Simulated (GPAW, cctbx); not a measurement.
# Bonding in Zn2CrGeO6 as X-rays see it

Aim: compute the bonding part of the density of Zn2CrGeO6, find which reflections carry it, and see how it biases an ordinary refinement.

The start was made by putting kin elements into a known structure type; the compound need not exist, or be stable, in this form. All numbers below are calculated.

## 1. Relax the structure

The density hangs on the geometry, so cell and atoms are relaxed first, with the symmetry held. The cutoff is set higher than for the density because stress converges slowly with plane waves.

Settings: GPAW 26.7.0, PBE, 900 eV, 4×4×4 k-points, Fermi–Dirac width 0.05 eV, spin-polarised, BFGS to 0.03 eV/Å.

```text
cell
1.0
     0.000000000    3.727000000    3.727000000
     3.727000000    0.000000000    3.727000000
     3.727000000    3.727000000    0.000000000
Ge Zn Cr O
1 2 1 6
Direct
0.000000000 0.000000000 0.000000000
0.750000000 0.750000000 0.750000000
0.250000000 0.250000000 0.250000000
0.500000000 0.500000000 0.500000000
0.754000000 0.754000000 0.246000000
0.246000000 0.246000000 0.754000000
0.754000000 0.246000000 0.754000000
0.246000000 0.754000000 0.246000000
0.246000000 0.754000000 0.754000000
0.754000000 0.246000000 0.246000000
```

```console
$ OMP_NUM_THREADS=1 mpirun -n 4 gpaw python run.py > gpaw.log
```

```text
BFGS:    0      -58.054233        0.997165
BFGS:    1      -58.110660        0.290858
BFGS:    2      -58.117347        0.142577
BFGS:    3      -58.118332        0.132424
BFGS:    4      -58.123747        0.108641
BFGS:    5      -58.125153        0.064750
BFGS:    6      -58.125487        0.012196
cell  5.2939 5.2939 5.2939  60.00 60.00 60.00
volume 104.910 A^3, largest force 0.012 eV/A, largest stress 0.03 GPa
```

After 6 steps the volume has changed by +1.3 % and the energy by -0.071 eV; the largest stress left is 0.03 GPa. It took 4.9 min on 4 cores of Arm Neoverse V2 (shared host), peak memory 1.9 GiB.

Relaxed structure: Fm-3m (no. 225), a = 7.4867 Å, b = 7.4867 Å, c = 7.4867 Å, α = 90.00°, β = 90.00°, γ = 90.00°.

```csv
atom,mult.,x,y,z
Ge1,4,0,0,0
Zn1,8,1/4,1/4,3/4
Cr1,4,1/2,0,0
O1,24,0,0,0.7513
```

## 2. Density and charge transfer

X-rays see the whole electron density, so the PAW density is rebuilt with its core regions. Subtracting spherical free atoms from the same code cancels the cores and leaves the deformation density Δρ, the part due to bonding.

Settings: PBE, 550 eV, 5×5×5 k-points, Fermi–Dirac width 0.05 eV, spin-polarised; primitive cell of 10 atoms.

```console
$ OMP_NUM_THREADS=1 mpirun -n 4 gpaw python run.py > gpaw.log
```

```text
|iter:   1|       0s |  -67.467392 | +0.68 |       |  +2.9808|
|iter:   2|       2s |  -64.499083 | -0.54 | -0.77 |  +2.9317|
|iter:   3|       4s |  -57.218061 | -0.12 | -0.84 |  +2.5750|
...
|iter:  20|      29s |  -56.896798c| -6.79 | -6.76c|  +1.9134|
|iter:  21|      30s |  -56.896798c| -7.20 | -6.62c|  +1.9134|
|iter:  22|      32s |  -56.896798c| -7.53c| -7.07c|  +1.9134|
```

```text
grid (60, 60, 60)  electrons 164.000  moved by bonding 2.814 e
deformation density beyond 0.5 A of the nuclei: max 0.232, min -0.643 e/A^3
atom        x       y       z   Voronoi charge  moment
Ge1    0.0000  0.0000  0.0000      0.470      -0.01
Zn2    0.7500  0.7500  0.7500      0.640       0.04
Zn3    0.2500  0.2500  0.2500      0.640       0.04
Cr4    0.5000  0.5000  0.5000      0.556       1.84
O 5    0.7513  0.7513  0.2487     -0.384      -0.02
O 6    0.2487  0.2487  0.7513     -0.384      -0.02
O 7    0.7513  0.2487  0.7513     -0.384      -0.02
O 8    0.2487  0.7513  0.2487     -0.384      -0.02
O 9    0.2487  0.7513  0.7513     -0.384      -0.02
O 10   0.7513  0.2487  0.2487     -0.384      -0.02
mean inner potential of superposed free atoms 17.571 V
total magnetic moment 1.913 muB
```

Deformation density in a plane through the shortest contact of the Ge atom at the origin, in 0.01 e/Å³ (clipped at ±99); x from -1.6 to 3.5 Å, y from 2.4 down to -2.4 Å:

```text
 -1   0   2   9  19  19  14   5   0  -1  -1  -1  -1   1   7  18
 -2   0   5  13   .   .   .   7   2  -1  -2  -2   0   4  12   .
 -2  -1   4  11   .   .  13   6   1  -1  -2  -2  -1   4  11   .
  0  -1   0   6  17  21  11   2  -1  -1   0   0   0   1   6  14
  6   2  -4  -7  -5  -3  -7  -6  -1   5   7   7   4   0  -3  -6
 11  13   1 -14  -6   . -13  -8   9  15   .  14  14   3 -12 -18
  .  23   7 -11   .   .   .  -6  18   .   .   .  20   5 -39   .
 12  13   1 -14  -5   . -13  -8   9  14   .  14  13   3 -12 -19
  6   2  -4  -7  -5  -3  -7  -6   0   5   7   7   4  -1  -3  -7
  0  -1   0   6  17  21  11   2  -1  -1   0   0   0   1   7  14
 -2  -1   4  11   .   .  12   6   1  -1  -2  -2  -1   4  11   .
 -2   0   5  13   .   .   .   7   2  -1  -2  -2   0   4  11   .
 -1   0   2   9  18  20  14   6   0  -1  -1  -1  -1   1   7  17
```

Atoms in or within 0.15 Å of the plane: Ge (0.0, 0.0), O (1.9, 0.0), O (0.0, -1.9), O (0.0, 1.9) Å. Dots mark points within about 0.45 Å of a nucleus; large values next to them are atomic features.

O gains most (-0.38 e) and Zn loses most (+0.64 e), as electronegativity suggests. Such charges fall far short of formal ones, since overlapping free atoms already put density on their neighbours. Along the shortest contact from the Ge atom at the map's origin, Ge–O at 1.86 Å, Δρ is +0.07 e/Å³ at the midpoint and highest, +0.23, 1.25 Å from Ge (points within 0.5 Å of a nucleus left out): little sits at the middle, as in a polar contact, whose build-up shifts to the more electronegative atom. At the midpoints of other shortest contacts it is +0.04 (Cr–O, 1.88 Å), -0.03 (O–O, 2.63 Å), -0.02 (Zn–O, 2.65 Å) and -0.03 (Ge–Zn, 3.24 Å) e/Å³. Point values carry grid noise of about 0.01 e/Å³. The cell's moment is 1.91 μB; the largest inside an atomic sphere is 1.84 μB. The run needed 22 iterations, 41 s.

## 3. From the density to structure factors

The Fourier components of Δρ, added to those of the free atoms, give the static X-ray structure factors; the Mott–Bethe relation turns them into the Fourier components V of the potential that fast electrons feel.

```text
static structure factors of the conventional cell: F in electrons, V (Mott-Bethe) in volts
   h  k  l      d  |F| table  |F| free   |F| DFT   change   |V| free  |V| DFT  change %
   1  1  1  4.3224    32.041    32.342    32.452    0.109     0.248    0.225     -9.0
   0  2  0  3.7433    35.213    34.606    37.071    2.465     2.051    1.674    -18.4
   0  2  2  2.6469   329.468   328.887   323.726   -5.161     5.443    5.838      7.3
   1  3  1  2.2573    28.711    29.039    29.907    0.868     0.136    0.088    -35.5
   2  2  2  2.1612   141.145   140.026   146.540    6.514     3.467    3.134     -9.6
   0  4  0  1.8717   441.107   438.972   442.043    3.072     8.303    8.186     -1.4
   1  3  3  1.7176    27.455    27.317    28.043    0.726     0.067    0.044    -34.8
   0  4  2  1.6741    15.422    15.970    15.477   -0.493     0.980    0.995      1.5
   2  4  2  1.5282   270.087   268.746   268.657   -0.089     3.348    3.350      0.1
   3  3  3  1.4408    26.191    25.896    26.297    0.401     0.033    0.023    -27.9
   1  5  1  1.4408    29.844    29.548    30.325    0.777     0.138    0.120    -12.8
   0  4  4  1.3235   351.781   350.964   351.652    0.687     5.835    5.822     -0.2
   1  5  3  1.2655    27.924    27.612    28.026    0.415     0.104    0.097     -7.0
   2  4  4  1.2478     9.754    10.231     9.202   -1.029     0.641    0.659      2.7
```

The largest X-ray change is +6.51 e on 222, 4.7 % of |F|. For electrons V goes as (Z − F)/g², so a change of F counts against Z − F, which is small at low angle and wherever the atoms' terms cancel: |V| of 131 moves by -35.5 % (0.14 to 0.09 V) against +3.0 % in |F|. The tabulated Hartree–Fock atoms differ from the free DFT atoms by up to 2.14 e, so the choice of reference atom matters too.

## 4. Which functional?

The same geometry is run with other functionals, to see whether the bonding signal is larger than the spread between approximations. Free atoms are LDA for LDA and PBE otherwise; meta-GGAs and hybrids keep PBE cores. Any other changed setting is in the row's label.

| run | ΔF 222 (e) | ΔF 022 (e) | ΔF 040 (e) | q(O) (e) | moved (e) | time |
| --- | --- | --- | --- | --- | --- | --- |
| PBE | +6.514 | -5.161 | +3.072 | -0.384 | 2.814 | 41 s |
| LDA | +6.096 | -5.061 | +2.642 | -0.370 | 2.660 | 52 s |
| r2SCAN | +7.212 | -5.485 | +3.616 | -0.423 | 3.172 | 1.8 min |

At the base's settings ΔF(222) spans +6.096 to +7.212 e, a spread of 17 % of the PBE value; over the three listed reflections the spread is at most 32 %, so the sign holds and the size hangs on the functional. Times are from shared hosts.

## 5. What a spherical-atom refinement makes of it

Routine crystallography fits spherical atoms. To see the bias, intensities are simulated from tabulated atoms plus the DFT change ΔF, so that bonding alone can misfit (6854 reflections of the full sphere, merged to the counts below, to 0.4 Å, 1.5 % proportional noise plus counting noise, assumed isotropic U as listed, Δρ smeared by the mean U) and refined with cctbx over different ranges.

| range | data | R1 | GooF | U Ge1 (true 0.0031) | U Zn1 (true 0.0032) | U Cr1 (true 0.0034) | U O1 (true 0.0047) | largest shift (Å) | Δρ max, min (e/Å³) |
| --- | --- | --- | --- | --- | --- | --- | --- | --- | --- |
| all data | 217 | 0.0067 | 1.74 | 0.0031 | 0.0032 | 0.0034 | 0.0047 | 0.0001 | 0.29, -1.16 |
| low resolution, d > 0.84 | 34 | 0.0086 | 3.24 | 0.0034 | 0.0034 | 0.0040 | 0.0054 | 0.0000 | 0.19, -0.34 |
| high order, d < 0.75 | 173 | 0.0059 | 1.23 | 0.0031 | 0.0032 | 0.0034 | 0.0047 | 0.0001 | 0.35, -0.74 |
| occupancies free, d > 0.7 | 52 | 0.0056 | 2.39 | 0.0031 | 0.0033 | 0.0031 | 0.0058 | 0.0001 | 0.13, -0.22 |

With all data GooF is 1.74, so the misfit of spherical atoms stands above the noise; the top residual peak lies 0.67 Å from O and 1.21 Å from Cr. No U is off by more than 3 s.u. at low resolution. With Ge1 held at 1 and the scale free, the other occupancies refine to Zn1 1.002(0.003), Cr1 0.988(0.004) and O1 1.025(0.008), on sites that are all full: they absorb part of the misfit, and only ratios to the fixed site mean anything.

## 6. Answer

Bonding moves 2.81 e in the primitive cell of Zn2CrGeO6 and changes the structure factors of the conventional cell in the table above by at most 6.51 e (222, 4.7 %), and among reflections above 2 % of the strongest by up to 10.1 % (244). The shortest bond, Ge–O, has Δρ = +0.07 e/Å³ at its midpoint, low for a shared bond; with the charge transfer this is a polar contact. At the base's settings ΔF(222) spans +6.096 to +7.212 e, a spread of 17 % of the PBE value; over the three listed reflections the spread is at most 32 %, so the sign holds and the size hangs on the functional. With all data GooF is 1.74, so the misfit of spherical atoms stands above the noise. Limits: static density, frozen cores, no spin–orbit coupling; a ferromagnetic start is the only order tried, and the real ground state may be antiferromagnetic or insulating; no Hubbard U on Cr.

[Outputs are excerpts: Python notices, other lines and further rows are left out; steps that failed or that the build refused (PBEsol, TPSS) are not shown.]

[Logs are printed without paths, hosts, clocks, repeated set-up lines and the standing remarks that a program may print on its own settings, such as how far it seeks lower states.]
